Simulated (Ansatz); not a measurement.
**NiBiAs, from a guessed structure to a relaxed one**

Starting from a made-up structure for NiBiAs, the aim is the relaxed cell, its shortest contacts and, where a second run follows, its electronic structure.

Main program and level: Ansatz 0.2.0; DFT, PBEsol, plane-wave PAW, files of the set soft_1, scalar-relativistic, ferromagnetic start, cell and ions relaxed at zero pressure; PAW set soft_1, in the first sound run; inputs show where later runs differ.

### 1. Starting point

The structure is hexagonal, space group P-6m2 (No. 187). Conventional cell: a = 4.010 Å, b = 4.010 Å, c = 3.963 Å, α = 90.00°, β = 90.00°, γ = 120.00°. Nearest to Bi lie 6 Ni at 3.05 Å and 6 As at 3.05 Å. Nearest to As lie 3 Ni at 2.32 Å and 6 Bi at 3.05 Å. Nearest to Ni lie 3 As at 2.32 Å and 6 Bi at 3.05 Å. Farther neighbours are not listed.

### 2. Relaxation of the guess

The guess takes its coordinates from another compound and its volume from a rule, so the cell and any free coordinates are relaxed together.

The input, input.yaml:

```yaml
crystal:
  lattice:
    - [4.01, 0.0, 0.0]
    - [-2.005, 3.472761869, 0.0]
    - [0.0, 0.0, 3.963]
  atoms:
    - { symbol: Bi, position: [0.666666667, 0.333333333, 0.5] }
    - { symbol: As, position: [0.0, 0.0, 0.0] }
    - { symbol: Ni, position: [0.333333333, 0.666666667, 0.0], spin: 1.0 }
magnetization:
  spin_polarized: true
kpoints:
  mp_grid: { grid: [8, 8, 7] }
scf:
  occupations: { method: fermi_dirac, width: 0.05 }
hamiltonian:
  xc: pbesol
  pseudopotentials: { kind: paw, azcp: { folder: soft_1 }, xc_functional: pbe }
relax:
  f_tol: 0.015
  max_steps: 70
  cell: {}
output:
  forces: true
  stress: true
```

Launch:

```bash
$ ansatz run input.yaml --threads 4 --pin off --max-ram 8192MiB --backend cpu --events-out ev --progress --plain --runs-dir out
```

Numbers of over 12 decimals in the logs are rounded to 6 here.

Log:

```text
Engine: ansatz 0.2.0, aarch64-unknown-linux-gnu
Pseudopotentials: kind: paw
Pseudopotential: Bi, paw, valence charge 15, recommended cutoff 420 eV (normal), soft_1/Bi.paw.azcp
Pseudopotential: As, paw, valence charge 15, recommended cutoff 420 eV (normal), soft_1/As.paw.azcp
Pseudopotential: Ni, paw, valence charge 18, recommended cutoff 420 eV (normal), soft_1/Ni.paw.azcp
Functional definition: PBEsol
  exchange = pbesol_x
  correlation = pbesol_c
Crystal: 3 atoms, lattice volume = 55.188 Å³
Basis set: ecut = 420 eV, 1081 PW (Γ), exchange–correlation on 54×54×54 points (8 copies of the dense FFT grid, shifted against one another)
Bands: 30, of which v1, the nominal top of the filled ones, is band 24 counted from 1 (23 counted from 0)
Symmetry: 12 space group operations
Space group: P-6m2 (ITA 187), of the structure as read, at distance tolerance 3.8e-5 Å
Magnetic group: BNS 187.209 (UNI 1439), of the structure as read, at distance tolerance 3.8e-5 Å
k-points: 40 of 448 (time reversal used)
Non-local potential: Bi, projectors of the file, l = 0: 2, l = 1: 2, l = 2: 2, l = 3: 1
Non-local potential: As, projectors of the file, l = 0: 2, l = 1: 2, l = 2: 3, l = 3: 1
Non-local potential: Ni, projectors of the file, l = 0: 3, l = 1: 2, l = 2: 3, l = 3: 1
PAW form: soft (Blöchl's): semilocal exchange-correlation on the pseudo side does not see the compensation charge
PAW frozen core: Bi, regenerated for the run's functional, and the local potential with it (the file was generated under x = pbe(κ = 0.804, μ = 0.219515), c = pbe(β = 0.066725))
PAW frozen core: As, regenerated for the run's functional, and the local potential with it (the file was generated under x = pbe(κ = 0.804, μ = 0.219515), c = pbe(β = 0.066725))
PAW frozen core: Ni, regenerated for the run's functional, and the local potential with it (the file was generated under x = pbe(κ = 0.804, μ = 0.219515), c = pbe(β = 0.066725))
PAW one-centre angular grid: Bi, 590 points (default); XC on 64 Gauss nodes
PAW one-centre angular grid: As, 590 points (default); XC on 64 Gauss nodes
PAW one-centre angular grid: Ni, 590 points (default); XC on 64 Gauss nodes
Initial density: superposition of atomic densities (chi_scale 0.1, normalization cell)
Starting moments: Σ|m| = 1 μB on 1 of 3 sites
Initial wavefunctions: pseudopotential atomic-orbital guess
Functional: x = pbesol(κ = 0.804, μ = 0.123457), c = pbesol(β = 0.046)
SCF iter   1: F=—  HF=-22860.606155 eV  |F-HF|=—  |Δ(HF+E_count)|=         —  Δρ=4.15e-2 (↑2.08e-2 ↓4.15e-2)  dr2=1.89e0  dr2_m=3.39e-1  M=0.351 μB ∫|m|=0.701 μB  β_m=0.30  ethr=3.10e-3  ⟨swp⟩=6.3  Hψ=9766  notcnv=0
Mixer restart at iter 1: flushing history
preconditioner: auto → Kerker (q_TF=auto, 2.666 Å⁻¹)  [metal: Δε(μ)=0.011 eV  Ē_g=14.603 eV  σ=0.050 eV  W_gap=0.05  n_scr=20 (ndim 8)  ℏωp=27.4 eV  f_vac=0.000  D(μ)=1.21/eV (n_scr^D=8)]
spin=Collinear: Kerker preconditioning applied to the charge; magnetization (m = ρ↑ − ρ↓) channel mixes plain (no charge-response kernel on spin).
SCF iter   2: F=—  HF=-22861.491963 eV  |F-HF|=—  |Δ(HF+E_count)|=   8.86e-1  Δρ=3.75e-2 (↑2.04e-2 ↓3.75e-2)  dr2=1.47e0  dr2_m=3.19e-1  M=0.275 μB ∫|m|=0.588 μB  β_m=0.31  ethr=3.10e-3  ⟨swp⟩=2.0  Hψ=3427  notcnv=0  defer=79
SCF iter   3: F=—  HF=-22862.540095 eV  |F-HF|=—  |Δ(HF+E_count)|=    1.05e0  Δρ=2.49e-2 (↑8.81e-3 ↓2.49e-2)  dr2=5.93e-1  dr2_m=1.13e-1  M=0.113 μB ∫|m|=0.278 μB  β_m=0.54  ethr=3.06e-3  ⟨swp⟩=2.8  Hψ=3427  notcnv=0  defer=79
SCF iter   4: F=—  HF=-22861.860697 eV  |F-HF|=—  |Δ(HF+E_count)|=   6.79e-1  Δρ=3.25e-2 (↑2.46e-2 ↓3.25e-2)  dr2=1.15e0  dr2_m=1.11e-2  M=-0.068 μB ∫|m|=0.105 μB  β_m=0.41  ethr=1.24e-3  ⟨swp⟩=3.1  Hψ=5145  notcnv=0  defer=87
SCF iter   5: F=—  HF=-22862.308984 eV  |F-HF|=—  |Δ(HF+E_count)|=   4.48e-1  Δρ=1.91e-2 (↑1.68e-2 ↓1.91e-2)  dr2=4.56e-1  dr2_m=1.61e-3  M=-0.029 μB ∫|m|=0.047 μB  β_m=0.71  ethr=1.24e-3  ⟨swp⟩=2.3  Hψ=3627  notcnv=0  defer=75
SCF iter   6: F=—  HF=-22862.545211 eV  |F-HF|=—  |Δ(HF+E_count)|=   2.36e-1  Δρ=1.22e-2 (↑1.07e-2 ↓1.22e-2)  dr2=2.17e-1  dr2_m=4.16e-4  M=-0.014 μB ∫|m|=0.025 μB  β_m=0.65  ethr=9.50e-4  ⟨swp⟩=2.0  Hψ=3145  notcnv=0  defer=75
SCF iter   7: F=—  HF=-22862.564343 eV  |F-HF|=—  |Δ(HF+E_count)|=         —  Δρ=5.07e-3 (↑1.95e-3 ↓5.07e-3)  dr2=2.71e-2  dr2_m=1.31e-3  M=-0.001 μB ∫|m|=0.005 μB  β_m=0.65  ethr=4.52e-4  ⟨swp⟩=2.0  Hψ=3505  notcnv=0  defer=75
Mixer restart at iter 7: flushing history
SCF iter   8: F=—  HF=-22862.572096 eV  |F-HF|=—  |Δ(HF+E_count)|=   7.75e-3  Δρ=4.85e-3 (↑4.85e-3 ↓3.64e-3)  dr2=1.73e-2  dr2_m=2.26e-4  M=-0.000 μB ∫|m|=0.002 μB  β_m=0.50  ethr=5.65e-5  ⟨swp⟩=2.1  Hψ=4750  notcnv=0  defer=74
SCF iter   9: F=—  HF=-22862.565974 eV  |F-HF|=—  |Δ(HF+E_count)|=   6.12e-3  Δρ=1.25e-3 (↑4.72e-4 ↓1.25e-3)  dr2=2.60e-3  dr2_m=1.65e-4  M=-0.000 μB ∫|m|=0.002 μB  β_m=0.59  ethr=3.60e-5  ⟨swp⟩=2.0  Hψ=4989  notcnv=0  defer=74
SCF iter  10: F=—  HF=-22862.565793 eV  |F-HF|=—  |Δ(HF+E_count)|=   1.81e-4  Δρ=6.03e-4 (↑6.03e-4 ↓4.25e-4)  dr2=2.79e-4  dr2_m=5.63e-6  M=-0.000 μB ∫|m|=0.000 μB  β_m=0.69  ethr=5.41e-6  ⟨swp⟩=2.0  Hψ=3005  notcnv=0  defer=74
SCF iter  11: F=—  HF=-22862.565813 eV  |F-HF|=—  |Δ(HF+E_count)|=   1.97e-5  Δρ=5.45e-4 (↑5.45e-4 ↓4.91e-4)  dr2=3.17e-4  dr2_m=4.03e-7  M=0.000 μB ∫|m|=0.000 μB  β_m=0.72  ethr=5.81e-7  ⟨swp⟩=2.1  Hψ=3953  notcnv=0  defer=74
SCF iter  12: F=—  HF=-22862.565792 eV  |F-HF|=—  |Δ(HF+E_count)|=   2.10e-5  Δρ=1.09e-4 (↑1.09e-4 ↓6.57e-5)  dr2=1.22e-5  dr2_m=2.65e-7  M=-0.000 μB ∫|m|=0.000 μB  β_m=0.75  ethr=5.81e-7  ⟨swp⟩=2.0  Hψ=2959  notcnv=0  defer=74
SCF iter  13: F=—  HF=-22862.565791 eV  |F-HF|=—  |Δ(HF+E_count)|=   1.27e-6  Δρ=2.37e-5 (↑2.22e-5 ↓2.37e-5)  dr2=8.89e-7  dr2_m=4.32e-10  M=0.000 μB ∫|m|=0.000 μB  β_m=0.87  ethr=2.54e-8  ⟨swp⟩=2.0  Hψ=2853  notcnv=0  defer=74
SCF iter  14: F=—  HF=-22862.565791 eV  |F-HF|=—  |Δ(HF+E_count)|=   4.06e-8  Δρ=7.04e-6 (↑7.02e-6 ↓7.04e-6)  dr2=9.63e-8  dr2_m=6.55e-12  M=0.000 μB ∫|m|=0.000 μB  β_m=0.90  ethr=1.85e-9  ⟨swp⟩=2.0  Hψ=2853  notcnv=0  defer=74
SCF iter  15: F=—  HF=-22862.565791 eV  |F-HF|=—  |Δ(HF+E_count)|=   1.68e-8  Δρ=5.01e-6 (↑4.88e-6 ↓5.01e-6)  dr2=4.49e-8  dr2_m=2.63e-12  M=0.000 μB ∫|m|=0.000 μB  β_m=0.95  ethr=2.01e-10  ⟨swp⟩=1.3  Hψ=2453  notcnv=0  defer=74
SCF iter  16: F=-22862.565791 eV  HF=-22862.565791 eV  |F-HF|=6.17e-9  |Δ(HF+E_count)|=  7.60e-10  Δρ=1.93e-6 (↑1.92e-6 ↓1.93e-6)  dr2=6.86e-9  dr2_m=5.11e-14  M=0.000 μB ∫|m|=0.000 μB  ethr=9.36e-11  ⟨swp⟩=2.0  Hψ=7093  notcnv=0
[...]
the starting moments were not kept: the SCF closed with an absolute magnetisation of 3.7e-6 μB, where they sum to 1 μB in size (1 site). That is at most 0.1 of that sum. Measured as dr2_m measures the in/out step, that magnetisation stands 6.6e-12 eV from none, at or under the dr2_threshold of 3.0e-7 eV: it is no larger than a step whose dr2_m would equal this threshold.
SCF 3 converged in 9 iterations: F = -22862.622136 eV  dr2 = 3.67e-10
relax step   3: F+E_penalty+E_count = -22862.62213632 eV  Δ(F+E_penalty+E_count) = -3.335e-3 eV  max|allowed force component| = 1.449e-16 eV/Å  Δτ_max = 0.0000 Å  P = -0.396 GPa  Ω = 58.173 Å³  energy of the carried Pulay correction = -6.374e-4 eV  (9 SCF iters, dr2 threshold 3.00e-7 eV, accepted)
[...]
relax step   4: F+E_penalty+E_count = -22862.62297878 eV  Δ(F+E_penalty+E_count) = -8.425e-4 eV  max|allowed force component| = 1.079e-16 eV/Å  Δτ_max = 0.0000 Å  P = +0.022 GPa  Ω = 57.999 Å³  energy of the carried Pulay correction = -5.991e-4 eV  (7 SCF iters, dr2 threshold 3.00e-7 eV, accepted)
[...]
relax step   5: F+E_penalty+E_count = -22862.62302656 eV  Δ(F+E_penalty+E_count) = -4.778e-5 eV  max|allowed force component| = 9.252e-17 eV/Å  Δτ_max = 0.0000 Å  P = +0.001 GPa  Ω = 58.033 Å³  energy of the carried Pulay correction = -6.057e-4 eV  (7 SCF iters, dr2 threshold 4.89e-8 eV, accepted)
[...]
relax step   6: F+E_penalty+E_count = -22862.62387880 eV  Δ(F+E_penalty+E_count) = -8.522e-4 eV  max|allowed force component| = 8.635e-17 eV/Å  Δτ_max = 0.0000 Å  P = +0.019 GPa  Ω = 58.033 Å³  stress off target by 5.57e-2 GPa  SCF on the basis re-selected at this cell (its energy is not comparable with the rows above)  (12 SCF iters)
[...]
relax step   7: F+E_penalty+E_count = -22862.62388181 eV  Δ(F+E_penalty+E_count) = -3.010e-6 eV  max|allowed force component| = 2.899e-16 eV/Å  Δτ_max = 0.0000 Å  P = +0.001 GPa  Ω = 58.051 Å³  energy of the carried Pulay correction = -3.600e-6 eV  (5 SCF iters, dr2 threshold 7.75e-9 eV, accepted)
iter 1 solved again at ethr=6.50e-8 eV; its pass at ethr=3.10e-3 eV (dr2=3.12e-5 eV) is discarded
SCF iter   1: F=—  HF=-22862.623874 eV  |F-HF|=—  |Δ(HF+E_count)|=         —  Δρ=1.67e-6 (↑1.58e-6 ↓1.67e-6)  dr2=3.40e-9  dr2_m=6.19e-12  M=0.000 μB ∫|m|=0.000 μB  β_m=0.65  ethr=6.50e-8  ⟨swp⟩=3.9  Hψ=17024  notcnv=0
eigensolver tolerance schedule: the retry pair's looser diagonalisation over-reported the residual by 9168.29 of it (diagonalisation noise at 0.24 of the residual, at the tolerance the schedule requests for it); recorded, not acted on — ethr = c·dr2/N_el stays at c = 1.0e-1
preconditioner: auto → Resta (q_TF=auto, 2.643 Å⁻¹)  ε∞=4.2  [insulator: Δε(μ)=0.116 eV  Ē_g=14.893 eV  σ=0.050 eV  W_gap=0.52  n_scr=20 (ndim 8)  ℏωp=26.7 eV  f_vac=0.000  D(μ)=0.98/eV (n_scr^D=2)  ε∞_Penn≈4.2]
spin=Collinear: Resta preconditioning applied to the charge; magnetization (m = ρ↑ − ρ↓) channel mixes plain (no charge-response kernel on spin).
SCF iter   2: F=—  HF=-22862.623883 eV  |F-HF|=—  |Δ(HF+E_count)|=   9.23e-6  Δρ=1.74e-6 (↑1.74e-6 ↓1.71e-6)  dr2=3.82e-9  dr2_m=1.31e-12  M=0.000 μB ∫|m|=0.000 μB  β_m=0.30  ethr=7.09e-12  ⟨swp⟩=3.0  Hψ=5916  notcnv=0
SCF iter   3: F=—  HF=-22862.623883 eV  |F-HF|=—  |Δ(HF+E_count)|=   1.52e-9  Δρ=3.73e-7 (↑3.41e-7 ↓3.73e-7)  dr2=1.85e-10  dr2_m=1.89e-12  M=0.000 μB ∫|m|=0.000 μB  β_m=0.65  ethr=7.09e-12  ⟨swp⟩=2.0  Hψ=4228  notcnv=0
SCF iter   4: F=—  HF=-22862.623883 eV  |F-HF|=—  |Δ(HF+E_count)|=  8.00e-11  Δρ=6.27e-7 (↑6.06e-7 ↓6.27e-7)  dr2=5.52e-10  dr2_m=1.88e-13  M=0.000 μB ∫|m|=0.000 μB  β_m=0.65  ethr=1.00e-12  ⟨swp⟩=2.0  Hψ=4308  notcnv=0
SCF iter   5: F=—  HF=-22862.623883 eV  |F-HF|=—  |Δ(HF+E_count)|=  6.91e-11  Δρ=1.73e-7 (↑1.65e-7 ↓1.73e-7)  dr2=5.51e-11  dr2_m=1.33e-14  M=0.000 μB ∫|m|=0.000 μB  β_m=0.64  ethr=1.00e-12  ⟨swp⟩=2.0  Hψ=2889  notcnv=0
SCF iter   6: F=—  HF=-22862.623883 eV  |F-HF|=—  |Δ(HF+E_count)|=  3.64e-12  Δρ=9.67e-8 (↑9.27e-8 ↓9.67e-8)  dr2=1.87e-11  dr2_m=4.54e-15  M=0.000 μB ∫|m|=0.000 μB  β_m=0.71  ethr=1.00e-12  ⟨swp⟩=1.0  Hψ=2400  notcnv=0
SCF iter   7: F=-22862.623883 eV  HF=-22862.623883 eV  |F-HF|=0.00e0  |Δ(HF+E_count)|=  1.46e-11  Δρ=1.51e-8 (↑1.43e-8 ↓1.51e-8)  dr2=4.59e-13  dr2_m=2.70e-16  M=0.000 μB ∫|m|=0.000 μB  ethr=1.00e-12  ⟨swp⟩=4.2  Hψ=9686  notcnv=0
the starting moments were not kept: the SCF closed with an absolute magnetisation of 1.2e-8 μB, where they sum to 1 μB in size (1 site). That is at most 0.1 of that sum. Measured as dr2_m measures the in/out step, that magnetisation stands 7.4e-17 eV from none, at or under the dr2_threshold of 3.0e-11 eV: it is no larger than a step whose dr2_m would equal this threshold.
SCF 8 converged in 7 iterations: F = -22862.623883 eV  dr2 = 4.59e-13
relax step   8: F+E_penalty+E_count = -22862.62388336 eV  Δ(F+E_penalty+E_count) = -1.547e-6 eV  max|allowed force component| = 2.899e-16 eV/Å  Δτ_max = 0.0000 Å  P = +0.001 GPa  Ω = 58.051 Å³  stress off target by 4.36e-3 GPa  SCF on the basis re-selected at this cell (its energy is not comparable with the rows above)  (7 SCF iters)
basis re-selected at this cell: Δ(F+E_penalty+E_count) = -1.547e-6 eV, ΔP = -0.000 GPa vs the last step (what re-selecting the basis moved, of the pressure what is left beyond the Pulay correction that the steps carried, after the strain that the cell walked since its last selection, with what the two solves' SCF thresholds leave and, on support functions, any second-order correction that the steps lacked; it is no m [...]
SCF converged after 7 iterations
Magnetization: 0.0000 μB (24.0000 up, 24.0000 down)
Absolute magnetization: 0.0000 μB (∫|ρ↑−ρ↓|, with the PAW one-centre terms)
Spin contamination: 0.0000 ħ² per cell (⟨S²⟩ above its minimum at these occupations)
Per-site moments (μB) at R_I (Å): [(-2.1389706113499172e-10, 1.284905), (8.239609114490848e-10, 0.955239), (3.1438404931128007e-9, 0.955239)]
Free energy (F): -22862.623883 eV
Harris-Foulkes:  -22862.623883 eV  (|F-HF|=0.00e0)
Internal energy: -22862.615148 eV  (E = F + TS)
E sigma→0 (E₀):  -22862.619516 eV
Entropy (-TS):   -0.008735 eV (-2.912 meV/atom)
Fermi energy:    13.704435 eV
--- Per-component energies (eV) ---
  E_band       = -606.034556
  E_kinetic    = 693.979732
  E_local      = -6750.518632  (includes V_loc(G=0)·N_el)
  E_nonlocal   = -93.629255
  E_hartree    = 3453.692347
  E_xc         = -334.132850
  E_vxc        = -351.966048  (∫ρ·V_xc dr)
  E_paw        = -14105.456413  (= ΣΔE_a)
  E_vpaw       = -1011.286162  (= ΣTr[D̂ρ^β])
  E_aug_tail   = 0.001149  (compensation charges beyond the density's cutoff)
  E_ewald      = -5727.804739
  E_core_change = 1.253514  (= ΣΔE_core)
  E_smearing   = -0.008735  (= −TS)
  E_closure    = -0.000000  (closes the sum)
  Σ components = -22862.623883   (vs F -22862.623883, Δ=0.00e0)
--- Forces (eV/Å), atoms counted from 1 ---
  atom   1  Bi     0.00000000    -0.00000000     0.00000000
  atom   2  As    -0.00000000     0.00000000    -0.00000000
  atom   3  Ni     0.00000000    -0.00000000     0.00000000
  max |Σ_I F_I| component: 5.92e-16 eV/Å
--- Stress (GPa, compression-positive) ---
       -0.000622       0.000000       0.000000
        0.000000      -0.000622       0.000000
        0.000000       0.000000       0.004359
  P = ⅓ Tr σ = 0.0010 GPa (0.010 kbar)
--- Relaxed structure (6 steps of the walk, 6 accepted, 2 SCFs on fresh bases) ---
  F+E_penalty+E_count = -22862.62388336 eV   max|allowed force component| = 2.899e-16 eV/Å   (the final SCF, on the basis selected at the relaxed cell)
  cell:  # Å, volume = 58.0509 Å³
    - [4.010965, 1.0718148721057738e-19, 0]
    - [-2.005483, 3.473598, 0]
    - [0, 0, 4.166589]
  atoms:
    - { symbol: Bi, position: [0.666667, 0.333333, 0.5] }
    - { symbol: As, position: [0, 0, 0] }
    - { symbol: Ni, position: [0.333333, 0.666667, 0.0] }
```

Run time: 34 s. Hardware: 4 threads of Arm Neoverse V1, shared host; peak memory 0.44 GiB; 2.2 min of CPU time.

Step by step:

```
step  energy less that of the first step (eV)  largest force component (eV/Å)  pressure (GPa)  volume (Å³)
   1                                   0.0000                          0.0000            5.01        55.19
   2                                  -0.0530                          0.0000           -1.38        58.72
   3                                  -0.0563                          0.0000           -0.40        58.17
   4                                  -0.0572                          0.0000            0.02        58.00
   5                                  -0.0572                          0.0000            0.00        58.03
  6*                                  -0.0581                          0.0000            0.02        58.03
   7                                  -0.0581                          0.0000            0.00        58.05
  8*                                  -0.0581                          0.0000            0.00        58.05
```

Relaxation steps marked * repeat the geometry before them on a plane-wave basis chosen anew for their cell, so energy and pressure can jump there.

Forces are held to the 12 operations that the run works with; a distortion that breaks them can't arise in this run.

| conventional cell, symmetrised | before | after | change |
| --- | --- | --- | --- |
| a (Å) | 4.010 | 4.011 | +0.0 % |
| b (Å) | 4.010 | 4.011 | +0.0 % |
| c (Å) | 3.963 | 4.167 | +5.1 % |
| volume (Å³/atom) | 18.40 | 19.35 | +5.2 % |

The relaxed structure:

```xyz
3
Lattice="4.0110 0.0000 0.0000 -2.0055 3.4736 0.0000 0.0000 0.0000 4.1666" Properties=species:S:1:pos:R:3 pbc="T T T"
Bi    2.0055    1.1579    2.0833
As    0.0000    0.0000    0.0000
Ni    0.0000    2.3157    0.0000
```

This step gave:

* free energy: -22862.6239 eV
* energy at zero smearing: -22862.6195 eV
* smearing term TS: 0.008735 eV
* Fermi energy: 13.70 eV
* electrons: 48
* symmetry operations: 12
* pressure: 0.001038 GPa

The shortest distance of each pair, which need not be the same contact before and after:

| pair | guess (Å) | relaxed (Å) |
| --- | --- | --- |
| As–Ni | 2.315 | 2.316 |
| As–Bi | 3.047 | 3.115 |
| Bi–Ni | 3.047 | 3.115 |
| Bi–Bi | 3.963 | 4.011 |
| As–As | 3.963 | 4.011 |

The relaxation ends with a pressure of 0.00 GPa. No moment survives the cycle: this start ends non-magnetic.

(Part 1 of 2 ends here.)

[Logs are printed without paths, hosts, clocks, repeated set-up lines and the standing remarks that a program may print on its own settings, such as how far it seeks lower states.]

[Hosts, paths, dates, database ids (printed as entryN), source tags and the programs' standing remarks are cut or masked in the printed files.]
